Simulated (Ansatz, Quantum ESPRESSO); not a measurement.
# Screening and band shifts of Hf2COF MXene, 1 layer, part 3 of 6

How does Hf2COF MXene, 1 layer respond to a gate-like field without added charge?

Quantum ESPRESSO 7.5; plane-wave DFT, PBE, GBRV ultrasoft pseudopotentials; geometry and cross-check by Ansatz 0.2.0 with PAW datasets.

So far. Step 3 (Self-consistent run: no field): The run needed 22 iterations to bring the estimated error under 1e-09 Ry; the largest force on any atom, held or free, is 0.09 eV/Å. Step 4 (Potential by pp.x): The vacuum is flat to 0.1 meV/Å, so its level is well defined. Inside the slab the curve depends on the local part of the pseudopotentials; only the vacuum level has a meaning of its own.

### 5. Bands along a path: no field

The density is frozen and the levels are solved along a path.

File f0.bands.in:

```
&control
  prefix = 'f0.bands'
  outdir = './out'
  pseudo_dir = './pseudo'
  calculation = 'bands'
  tefield = .true.
  dipfield = .true.
/
&system
  ibrav = 0
  nat = 5
  ntyp = 4
  ecutwfc = 40
  ecutrho = 200
  occupations = 'smearing'
  smearing = 'fd'
  degauss = 0.004
  edir = 3
  emaxpos = 0.97
  eopreg = 0.04
  eamp = 0.0
  nbnd = 26
/
&electrons
  conv_thr = 1e-07
  mixing_beta = 0.4
  electron_maxstep = 120
  mixing_mode = 'local-TF'
/
ATOMIC_SPECIES
  F   18.9984  f_pbe_v1.4.uspp.F.UPF
  Hf  178.4900  hf_pbe_v1.uspp.F.UPF
  C   12.0110  c_pbe_v1.2.uspp.F.UPF
  O   15.9990  o_pbe_v1.2.uspp.F.UPF
CELL_PARAMETERS angstrom
  3.26124157920203 -0.00000000000000 -0.00000000000000
  -1.63062078960102 2.82431805546704 -0.00000000000000
  -0.00000000000000 -0.00000000000000 21.77181459960000
ATOMIC_POSITIONS crystal
  F   0.333333333333 0.666666666667 0.380451953493
  Hf  0.666666666667 0.333333333333 0.441791950104
  C   0.000000000000 0.000000000000 0.496993330134
  Hf  0.333333333333 0.666666666667 0.561804036658
  O   0.666666666667 0.333333333333 0.606479370412
K_POINTS crystal_b
4
  0.0000000000 0.0000000000 0.0000000000 14
  0.5000000000 0.0000000000 0.0000000000 14
  0.3333333333 0.3333333333 0.0000000000 14
  0.0000000000 0.0000000000 0.0000000000 1
```

Launch:

```
> cp -r out/f0.save out/f0.bands.save
> cp out/f0.xml out/f0.bands.xml
> OMP_NUM_THREADS=1 mpirun -n 4 pw.x -nk 4 -in f0.bands.in > f0.bands.out
```

What it wrote:

```text
[banner, memory and clock lines left out]
Program PWSCF v.7.5 starts

          URL

     Presently no symmetry can be used with electric field

     Atomic positions and unit cell read from directory:
     ./out/f0.bands.save/

     G-vector sticks info

     bravais-lattice index     =            0
     lattice parameter (alat)  =       6.1629  a.u.
     unit-cell volume          =    1353.2804 (a.u.)^3
     number of atoms/cell      =            5
     number of atomic types    =            4
     number of electrons       =        41.00
     number of Kohn-Sham states=           26
     kinetic-energy cutoff     =      40.0000  Ry
     charge density cutoff     =     200.0000  Ry
     Exchange-correlation= SLA  PW   PBE  PBE
                           (   1   4   3   4   0   0   0)

     celldm(1)=   6.162853  celldm(2)=   0.000000  celldm(3)=   0.000000
     celldm(4)=   0.000000  celldm(5)=   0.000000  celldm(6)=   0.000000

     crystal axes: (cart. coord. in units of alat)
               a(1) = (   1.000000  -0.000000  -0.000000 )
               a(2) = (  -0.500000   0.866025  -0.000000 )
               a(3) = (  -0.000000  -0.000000   6.675928 )

     reciprocal axes: (cart. coord. in units 2 pi/alat)
               b(1) = (  1.000000  0.577350  0.000000 )
               b(2) = (  0.000000  1.154701  0.000000 )
               b(3) = (  0.000000  0.000000  0.149792 )

     PseudoPot. # 1 for F  read from file:
     ./pseudo/f_pbe_v1.4.uspp.F.UPF
     Pseudo is Ultrasoft, Zval =  7.0
     Generated by new atomic code, or converted to UPF format
     Using radial grid of  799 points,  4 beta functions with:
                l(1) =   0
                l(2) =   0
                l(3) =   1
                l(4) =   1
     Q(r) pseudized with  8 coefficients,  rinner =    0.950   0.950   0.950

     PseudoPot. # 2 for Hf read from file:
     ./pseudo/hf_pbe_v1.uspp.F.UPF
     Pseudo is Ultrasoft + core correction, Zval = 12.0
     Generated by new atomic code, or converted to UPF format
     Using radial grid of  921 points,  8 beta functions with:
                l(1) =   0
                l(2) =   0
                l(3) =   0
                l(4) =   1
                l(5) =   1
                l(6) =   2
                l(7) =   2
                l(8) =   3
     Q(r) pseudized with  6 coefficients,  rinner =    1.200   1.200   1.200
                                                       1.200   1.200   1.200
                                                       1.200

     PseudoPot. # 3 for C  read from file:
     ./pseudo/c_pbe_v1.2.uspp.F.UPF
     Pseudo is Ultrasoft + core correction, Zval =  4.0
     Generated by new atomic code, or converted to UPF format
     Using radial grid of  721 points,  4 beta functions with:
                l(1) =   0
                l(2) =   0
                l(3) =   1
                l(4) =   1
     Q(r) pseudized with  8 coefficients,  rinner =    1.100   1.100   1.100

     PseudoPot. # 4 for O  read from file:
     ./pseudo/o_pbe_v1.2.uspp.F.UPF
     Pseudo is Ultrasoft + core correction, Zval =  6.0
     Generated by new atomic code, or converted to UPF format
     Using radial grid of  737 points,  5 beta functions with:
                l(1) =   0
                l(2) =   0
                l(3) =   1
                l(4) =   1
                l(5) =   2
     Q(r) pseudized with  8 coefficients,  rinner =    0.900   0.900   0.900
                                                       0.900   0.900

     atomic species   valence    mass     pseudopotential
     F                 7.00    18.99840     F ( 1.00)
     Hf               12.00   178.49000     Hf( 1.00)
     C                 4.00    12.01100     C ( 1.00)
     O                 6.00    15.99900     O ( 1.00)

     No symmetry found

   Cartesian axes

     site n.     atom                  positions (alat units)
         1        F      tau(   1) = (  -0.0000000   0.5773503   2.5398699  )
         2        Hf     tau(   2) = (   0.5000000   0.2886751   2.9493713  )
         3        C      tau(   3) = (   0.0000000   0.0000000   3.3178918  )
         4        Hf     tau(   4) = (  -0.0000000   0.5773503   3.7505634  )
         5        O      tau(   5) = (   0.5000000   0.2886751   4.0488127  )

     number of k points=    43  Fermi-Dirac smearing, width (Ry)=  0.0040
                       cart. coord. in units 2pi/alat
        k(    1) = (   0.0000000   0.0000000   0.0000000), wk =   0.0465116
        k(    2) = (   0.0357143   0.0206197   0.0000000), wk =   0.0465116
        k(    3) = (   0.0714286   0.0412393   0.0000000), wk =   0.0465116
        k(    4) = (   0.1071429   0.0618590   0.0000000), wk =   0.0465116
        k(    5) = (   0.1428571   0.0824786   0.0000000), wk =   0.0465116
        k(    6) = (   0.1785714   0.1030983   0.0000000), wk =   0.0465116
        k(    7) = (   0.2142857   0.1237179   0.0000000), wk =   0.0465116
        k(    8) = (   0.2500000   0.1443376   0.0000000), wk =   0.0465116
        k(    9) = (   0.2857143   0.1649572   0.0000000), wk =   0.0465116
        k(   10) = (   0.3214286   0.1855769   0.0000000), wk =   0.0465116
        k(   11) = (   0.3571429   0.2061965   0.0000000), wk =   0.0465116
        k(   12) = (   0.3928571   0.2268162   0.0000000), wk =   0.0465116
        k(   13) = (   0.4285714   0.2474358   0.0000000), wk =   0.0465116
        k(   14) = (   0.4642857   0.2680555   0.0000000), wk =   0.0465116
        k(   15) = (   0.5000000   0.2886751   0.0000000), wk =   0.0465116
        k(   16) = (   0.4880952   0.3092948   0.0000000), wk =   0.0465116
        k(   17) = (   0.4761905   0.3299144   0.0000000), wk =   0.0465116
        k(   18) = (   0.4642857   0.3505341   0.0000000), wk =   0.0465116
        k(   19) = (   0.4523810   0.3711537   0.0000000), wk =   0.0465116
        k(   20) = (   0.4404762   0.3917734   0.0000000), wk =   0.0465116
        k(   21) = (   0.4285714   0.4123930   0.0000000), wk =   0.0465116
        k(   22) = (   0.4166667   0.4330127   0.0000000), wk =   0.0465116
        k(   23) = (   0.4047619   0.4536324   0.0000000), wk =   0.0465116
        k(   24) = (   0.3928571   0.4742520   0.0000000), wk =   0.0465116
        k(   25) = (   0.3809524   0.4948717   0.0000000), wk =   0.0465116
        k(   26) = (   0.3690476   0.5154913   0.0000000), wk =   0.0465116
        k(   27) = (   0.3571429   0.5361110   0.0000000), wk =   0.0465116
        k(   28) = (   0.3452381   0.5567306   0.0000000), wk =   0.0465116
        k(   29) = (   0.3333333   0.5773503   0.0000000), wk =   0.0465116
        k(   30) = (   0.3095238   0.5361110   0.0000000), wk =   0.0465116
[...]
k = 0.4643 0.3505 0.0000 (  5788 PWs)   bands (ev):

   -61.3466 -60.8765 -30.5065 -30.1633 -30.0198 -29.9478 -29.5752 -29.5170
   -24.5261 -16.9840  -9.1911  -7.1227  -6.2845  -6.2383  -4.8795  -3.2926
    -2.9039  -2.6246  -2.1301  -1.2926   0.9811   4.0312   4.5821   5.2901
     5.6876   6.0833

          k = 0.4524 0.3712 0.0000 (  5796 PWs)   bands (ev):

   -61.3463 -60.8762 -30.4984 -30.1600 -30.0363 -29.9415 -29.5748 -29.5319
   -24.5243 -16.9776  -9.1829  -7.1044  -6.3015  -6.2334  -4.8291  -3.3416
    -2.8629  -2.6545  -2.1328  -1.3657   1.0828   4.0542   4.4310   5.1866
     5.6316   6.1762

          k = 0.4405 0.3918 0.0000 (  5792 PWs)   bands (ev):

   -61.3460 -60.8759 -30.4881 -30.1560 -30.0565 -29.9337 -29.5750 -29.5497
   -24.5222 -16.9700  -9.1730  -7.0814  -6.3221  -6.2283  -4.7660  -3.3914
    -2.8253  -2.6953  -2.1328  -1.4450   1.2039   4.0393   4.3214   5.0711
     5.5696   6.2035

          k = 0.4286 0.4124 0.0000 (  5802 PWs)   bands (ev):

   -61.3456 -60.8755 -30.4758 -30.1517 -30.0798 -29.9244 -29.5800 -29.5655
   -24.5198 -16.9616  -9.1619  -7.0540  -6.3463  -6.2230  -4.6913  -3.4405
    -2.8139  -2.7264  -2.1290  -1.5252   1.3413   3.9400   4.3028   4.9454
     5.5064   6.1571

          k = 0.4167 0.4330 0.0000 (  5782 PWs)   bands (ev):

   -61.3452 -60.8751 -30.4616 -30.1471 -30.1054 -29.9135 -29.5994 -29.5692
   -24.5174 -16.9529  -9.1499  -7.0226  -6.3741  -6.2178  -4.6059  -3.4881
    -2.8698  -2.7055  -2.1216  -1.6030   1.4931   3.7955   4.3318   4.8176
     5.4436   6.0992

          k = 0.4048 0.4536 0.0000 (  5778 PWs)   bands (ev):

   -61.3448 -60.8746 -30.4458 -30.1434 -30.1319 -29.9013 -29.6241 -29.5693
   -24.5150 -16.9442  -9.1375  -6.9879  -6.4056  -6.2128  -4.5115  -3.5342
    -2.9570  -2.6650  -2.1115  -1.6767   1.6577   3.6458   4.3481   4.7108
     5.3810   6.0441

          k = 0.3929 0.4743 0.0000 (  5784 PWs)   bands (ev):

   -61.3444 -60.8742 -30.4285 -30.1626 -30.1368 -29.8879 -29.6501 -29.5689
   -24.5127 -16.9361  -9.1252  -6.9505  -6.4407  -6.2081  -4.4099  -3.5795
    -3.0544  -2.6206  -2.1009  -1.7450   1.8332   3.5051   4.2958   4.6706
     5.3172   5.9972

          k = 0.3810 0.4949 0.0000 (  5772 PWs)   bands (ev):

   -61.3440 -60.8738 -30.4103 -30.1908 -30.1329 -29.8737 -29.6758 -29.5685
   -24.5107 -16.9288  -9.1134  -6.9113  -6.4789  -6.2036  -4.3037  -3.6256
    -3.1523  -2.5751  -2.0925  -1.8064   2.0159   3.3814   4.1709   4.6990
     5.2508   5.9613

          k = 0.3690 0.5155 0.0000 (  5786 PWs)   bands (ev):

   -61.3436 -60.8735 -30.3917 -30.2182 -30.1296 -29.8592 -29.7003 -29.5681
   -24.5091 -16.9227  -9.1028  -6.8719  -6.5189  -6.1997  -4.1966  -3.6748
    -3.2417  -2.5304  -2.0905  -1.8572   2.1966   3.2842   4.0153   4.7552
     5.1811   5.9368

          k = 0.3571 0.5361 0.0000 (  5790 PWs)   bands (ev):

   -61.3434 -60.8732 -30.3739 -30.2428 -30.1271 -29.8456 -29.7215 -29.5679
   -24.5079 -16.9182  -9.0940  -6.8347  -6.5577  -6.1965  -4.0941  -3.7288
    -3.3131  -2.4893  -2.0987  -1.8922   2.3559   3.2297   3.8541   4.8192
     5.1096   5.9224

          k = 0.3452 0.5567 0.0000 (  5804 PWs)   bands (ev):

   -61.3432 -60.8730 -30.3595 -30.2615 -30.1256 -29.8349 -29.7370 -29.5678
   -24.5071 -16.9154  -9.0880  -6.8053  -6.5890  -6.1942  -4.0074  -3.7838
    -3.3588  -2.4574  -2.1143  -1.9095   2.4619   3.2365   3.7072   4.8833
     5.0397   5.9157

          k = 0.3333 0.5774 0.0000 (  5814 PWs)   bands (ev):

   -61.3431 -60.8730 -30.3537 -30.2690 -30.1251 -29.8308 -29.7429 -29.5677
   -24.5069 -16.9144  -9.0857  -6.7934  -6.6019  -6.1934  -3.9671  -3.8130
    -3.3743  -2.4444  -2.1233  -1.9137   2.4946   3.2694   3.6308   4.9261
     4.9943   5.9139

          k = 0.3095 0.5361 0.0000 (  5808 PWs)   bands (ev):

   -61.3434 -60.8732 -30.3700 -30.2460 -30.1268 -29.8429 -29.7239 -29.5679
   -24.5079 -16.9184  -9.0974  -6.8298  -6.5582  -6.1978  -4.0616  -3.7566
    -3.3197  -2.4966  -2.0759  -1.9071   2.4248   3.0768   3.9235   4.8308
     5.1068   5.9193

          k = 0.2857 0.4949 0.0000 (  5772 PWs)   bands (ev):

   -61.3443 -60.8742 -30.3908 -30.2050 -30.1298 -29.8598 -29.6863 -29.5684
   -24.5109 -16.9302  -9.1389  -6.8801  -6.4777  -6.2135  -4.1727  -3.7154
    -3.2092  -2.5987  -1.9717  -1.8970   2.3104   2.7914   4.3431   4.7587
     5.2561   5.9400

          k = 0.2619 0.4536 0.0000 (  5780 PWs)   bands (ev):

   -61.3459 -60.8758 -30.3984 -30.1694 -30.1264 -29.8683 -29.6447 -29.5691
   -24.5159 -16.9498  -9.2169  -6.8993  -6.3974  -6.2417  -4.2370  -3.6931
    -3.1342  -2.6699  -1.9183  -1.8276   2.2065   2.5285   4.5513   4.7776
     5.4258   5.9654

          k = 0.2381 0.4124 0.0000 (  5800 PWs)   bands (ev):

   -61.3482 -60.8782 -30.3889 -30.1615 -30.0982 -29.8637 -29.6063 -29.5672
   -24.5226 -16.9771  -9.3302  -6.8771  -6.3339  -6.2751  -4.2492  -3.6772
    -3.1478  -2.6633  -1.9151  -1.7117   2.1276   2.3026   4.5910   4.7587
     5.5489   5.8268

          k = 0.2143 0.3712 0.0000 (  5778 PWs)   bands (ev):

   -61.3512 -60.8812 -30.3616 -30.1702 -30.0589 -29.8437 -29.5875 -29.5479
   -24.5309 -17.0121  -9.4697  -6.8198  -6.3376  -6.2614  -4.2223  -3.6676
    -3.2104  -2.6169  -1.8932  -1.6057   2.0771   2.1219   4.5548   4.6839
     5.3304   5.6796

          k = 0.1905 0.3299 0.0000 (  5788 PWs)   bands (ev):

   -61.3547 -60.8847 -30.3182 -30.1856 -30.0201 -29.8081 -29.5873 -29.5137
   -24.5411 -17.0549  -9.6225  -6.7426  -6.3751  -6.2275  -4.1804  -3.6713
    -3.2658  -2.5739  -1.8291  -1.5144   1.9775   2.0709   4.3067   4.7051
     4.9382   5.5153

          k = 0.1667 0.2887 0.0000 (  5778 PWs)   bands (ev):

   -61.3586 -60.8887 -30.2641 -30.2026 -29.9841 -29.7596 -29.5895 -29.4801
   -24.5529 -17.1054  -9.7758  -6.6639  -6.4033  -6.2054  -4.1453  -3.6982
    -3.3035  -2.5141  -1.7230  -1.4368   1.8906   2.0944   3.9392   4.4895
     4.8631   5.2282

          k = 0.1429 0.2474 0.0000 (  5764 PWs)   bands (ev):

   -61.3626 -60.8928 -30.2428 -30.1797 -29.9521 -29.7069 -29.5868 -29.4502
   -24.5663 -17.1626  -9.9199  -6.6056  -6.4075  -6.1933  -4.1281  -3.7459
    -3.3523  -2.3852  -1.6061  -1.3625   1.8540   2.1576   3.5438   4.1882
     4.9022   4.9396

          k = 0.1190 0.2062 0.0000 (  5758 PWs)   bands (ev):

   -61.3666 -60.8969 -30.2636 -30.1103 -29.9252 -29.6688 -29.5642 -29.4248
   -24.5807 -17.2240 -10.0484  -6.5850  -6.3759  -6.1875  -4.1336  -3.7951
    -3.4303  -2.1704  -1.5353  -1.2599   1.8650   2.2556   3.2197   3.8788
     4.6645   4.9013

          k = 0.0952 0.1650 0.0000 (  5749 PWs)   bands (ev):

   -61.3703 -60.9006 -30.2867 -30.0377 -29.9034 -29.6586 -29.5146 -29.4041
   -24.5955 -17.2857 -10.1575  -6.5901  -6.3226  -6.1851  -4.1677  -3.8219
    -3.5228  -1.9177  -1.5145  -1.1259   1.9169   2.3714   3.0156   3.5569
     4.4340   4.7451

          k = 0.0714 0.1237 0.0000 (  5765 PWs)   bands (ev):

   -61.3734 -60.9038 -30.3071 -29.9708 -29.8868 -29.6620 -29.4583 -29.3882
   -24.6093 -17.3425 -10.2447  -6.6012  -6.2685  -6.1847  -4.2268  -3.8145
    -3.6093  -1.7897  -1.3938  -1.0002   2.0072   2.4703   2.9273   3.2554
     4.2374   4.6741

          k = 0.0476 0.0825 0.0000 (  5787 PWs)   bands (ev):

   -61.3758 -60.9062 -30.3229 -29.9161 -29.8754 -29.6690 -29.4106 -29.3771
   -24.6207 -17.3886 -10.3085  -6.6099  -6.2244  -6.1853  -4.2916  -3.7828
    -3.6766  -1.8374  -1.1369  -0.9073   2.1378   2.5121   2.8421   3.0809
     4.0986   4.6558

          k = 0.0238 0.0412 0.0000 (  5803 PWs)   bands (ev):

   -61.3773 -60.9078 -30.3329 -29.8794 -29.8686 -29.6755 -29.3792 -29.3704
   -24.6282 -17.4187 -10.3475  -6.6146  -6.1960  -6.1859  -4.3404  -3.7480
    -3.7187  -1.9084  -0.9200  -0.8535   2.3014   2.4937   2.6586   3.0879
     4.0230   4.6363

          k = 0.0000 0.0000 0.0000 (  5831 PWs)   bands (ev):

   -61.3778 -60.9083 -30.3363 -29.8664 -29.8664 -29.6783 -29.3683 -29.3683
   -24.6309 -17.4292 -10.3606  -6.6160  -6.1862  -6.1862  -4.3585  -3.7329
    -3.7329  -1.9384  -0.8363  -0.8363   2.4721   2.4721   2.4836   3.1050
     4.0003   4.6245

     XML data file, pseudopotentials, collected wavefunctions

                                        0.00s GPU  (     630 calls)
[key lines of the parts left out:]
Dipole field         -0.0016 Ry au,
```

Run time: 24 s. Hardware: 4 MPI ranks of Arm Neoverse V1, shared host; peak memory 0.37 GiB; 98 s of CPU time.

Band numbers count within the set of bands kept for display. Electronic bands along the path, in eV, zero at the Fermi level; # counts the bands kept:

```csv
point,#5,#6,#7,#8,#9,#10,#11,#12
Γ,-5.29,-3.50,-2.40,-2.40,0.91,0.91,0.92,1.54
halfway,-4.93,-4.10,-3.11,-2.74,-0.31,1.34,2.00,2.39
M,-4.55,-4.16,-3.68,-2.74,-0.73,2.42,3.32,3.98
halfway,-4.43,-4.27,-3.68,-3.16,-0.07,2.23,2.77,3.26
K,-4.94,-4.01,-3.69,-3.48,0.93,1.71,2.07,3.36
halfway,-4.87,-4.08,-3.28,-3.00,0.33,0.53,2.38,2.93
Γ,-5.29,-3.50,-2.40,-2.40,0.91,0.91,0.92,1.54
```

### 6. Ground state: field 0.1 V/Å

eamp is the field in Hartree atomic units (1 a.u. = 51.42 V/Å). With dipfield on, it is the field in the vacuum beside an isolated sheet. The run starts from the density of the one before.

File f1.in:

```
&control
  prefix = 'f1'
  outdir = './out'
  pseudo_dir = './pseudo'
  calculation = 'scf'
  tprnfor = .true.
  tefield = .true.
  dipfield = .true.
/
&system
  ibrav = 0
  nat = 5
  ntyp = 4
  ecutwfc = 40
  ecutrho = 200
  occupations = 'smearing'
  smearing = 'fd'
  degauss = 0.004
  edir = 3
  emaxpos = 0.97
  eopreg = 0.04
  eamp = 0.00194469
/
&electrons
  conv_thr = 1e-09
  mixing_beta = 0.4
  electron_maxstep = 120
  mixing_mode = 'plain'
  startingpot = 'file'
/
ATOMIC_SPECIES
  F   18.9984  f_pbe_v1.4.uspp.F.UPF
  Hf  178.4900  hf_pbe_v1.uspp.F.UPF
  C   12.0110  c_pbe_v1.2.uspp.F.UPF
  O   15.9990  o_pbe_v1.2.uspp.F.UPF
CELL_PARAMETERS angstrom
  3.26124157920203 -0.00000000000000 -0.00000000000000
  -1.63062078960102 2.82431805546704 -0.00000000000000
  -0.00000000000000 -0.00000000000000 21.77181459960000
ATOMIC_POSITIONS crystal
  F   0.333333333333 0.666666666667 0.380451953493
  Hf  0.666666666667 0.333333333333 0.441791950104
  C   0.000000000000 0.000000000000 0.496993330134
  Hf  0.333333333333 0.666666666667 0.561804036658
  O   0.666666666667 0.333333333333 0.606479370412
K_POINTS automatic
  12 12 1 0 0 0
```

Launch:

```
> cp -r out/f0.save out/f1.save
> OMP_NUM_THREADS=1 mpirun -n 4 pw.x -nk 4 -in f1.in > f1.out
```

What it wrote:

```text
[banner, memory and clock lines left out]
Program PWSCF v.7.5 starts
[...]
number of electrons       =        41.00
     number of Kohn-Sham states=           25
     kinetic-energy cutoff     =      40.0000  Ry
     charge density cutoff     =     200.0000  Ry
[...]
number of k points=    74  Fermi-Dirac smearing, width (Ry)=  0.0040
[...]
Dense  grid:    64601 G-vectors     FFT dimensions: (  27,  27, 192)
[...]
The initial density is read from file :
[...]
negative rho (up, down):  2.194E-01 0.000E+00
[...]
Starting wfcs are   38 randomized atomic wfcs
[...]
negative rho (up, down):  2.194E-01 0.000E+00
[...]
estimated scf accuracy    <       0.01037268 Ry
[...]
negative rho (up, down):  2.194E-01 0.000E+00
[...]
estimated scf accuracy    <       0.14283785 Ry
[...]
negative rho (up, down):  2.194E-01 0.000E+00
[...]
estimated scf accuracy    <       0.00007094 Ry
[...]
negative rho (up, down):  2.194E-01 0.000E+00
[...]
estimated scf accuracy    <       0.00000307 Ry
[...]
negative rho (up, down):  2.194E-01 0.000E+00
[...]
estimated scf accuracy    <       0.00000020 Ry
[...]
negative rho (up, down):  2.194E-01 0.000E+00
[...]
estimated scf accuracy    <       0.00000002 Ry
[...]
negative rho (up, down):  2.194E-01 0.000E+00
[...]
estimated scf accuracy    <          2.6E-09 Ry
[...]
negative rho (up, down):  2.194E-01 0.000E+00
[...]
Computed dipole along edir(3) :
        Dipole               -0.1191 Ry au,         -0.3027 Debye
        Dipole field         -0.0011 Ry au,
        E field amplitude [Ha a.u.]:  1.9447E-03
        Potential amp.        0.2410 Ry
        Total length         39.4971 bohr
[...]
the Fermi energy is     1.5787 ev
!    total energy              =    -410.84088909 Ry
     estimated scf accuracy    <          5.4E-10 Ry
     smearing contrib. (-TS)   =      -0.00127771 Ry
     internal energy E=F+TS    =    -410.83961138 Ry
[...]
one-electron contribution =   -2329.45298967 Ry
     hartree contribution      =    1168.06012972 Ry
     xc contribution           =    -171.95764236 Ry
     ewald contribution        =     922.51029598 Ry
     electric field correction =       0.00059495 Ry
     convergence has been achieved in   8 iterations
     negative rho (up, down):  2.194E-01 0.000E+00
[...]
Total force =     0.007032     Total SCF correction =     0.000035
[...]
```

Elapsed: 55 s, on 4 MPI ranks; peak memory 0.64 GiB; 3.6 min of CPU time.

Numbers from this step:

* free energy: -5589.7751 eV
* energy at zero smearing: -5589.7664 eV
* Fermi energy: 1.579 eV
* dipole along the normal: -0.06302 e·Å

The dipole goes from -0.0912 to -0.0630 e Å, 0.2821 e Å per V/Å.

### 7. Potential by pp.x

File f1.pot.in:

```
&inputpp
  prefix = 'f1'
  outdir = './out'
  filplot = 'f1.pot.dat'
  plot_num = 11
/
```

Launch:

```
> OMP_NUM_THREADS=1 mpirun -n 4 pp.x -in f1.pot.in > f1.pot.out
```

Elapsed: 1.2 s, on 4 MPI ranks; peak memory 0.14 GiB.

This step gave:

```
slope of the potential above                                          : 0.09997 eV/Å
upper vacuum line continued to the top atoms, over the Fermi level    : 5.053 eV
slope of the potential below                                          : 0.09995 eV/Å
lower vacuum line continued to the bottom atoms, over the Fermi level : 3.322 eV
```

The slope in the vacuum is 0.100 eV/Å for an applied 0.10 V/Å, as it should be.

[end of part 3 of 6]

[Logs are printed without paths, hosts, clocks, repeated set-up lines and the standing remarks that a program may print on its own settings, such as how far it seeks lower states.]

[Hosts, paths, dates, database ids (printed as entryN), source tags and the programs' standing remarks are cut or masked in the printed files.]

[Maps of the electrostatic potential energy from Ansatz leave out the sawtooth potential of an applied field or a dipole correction, so their vacuum need not be flat; planar profiles and work functions include it.]
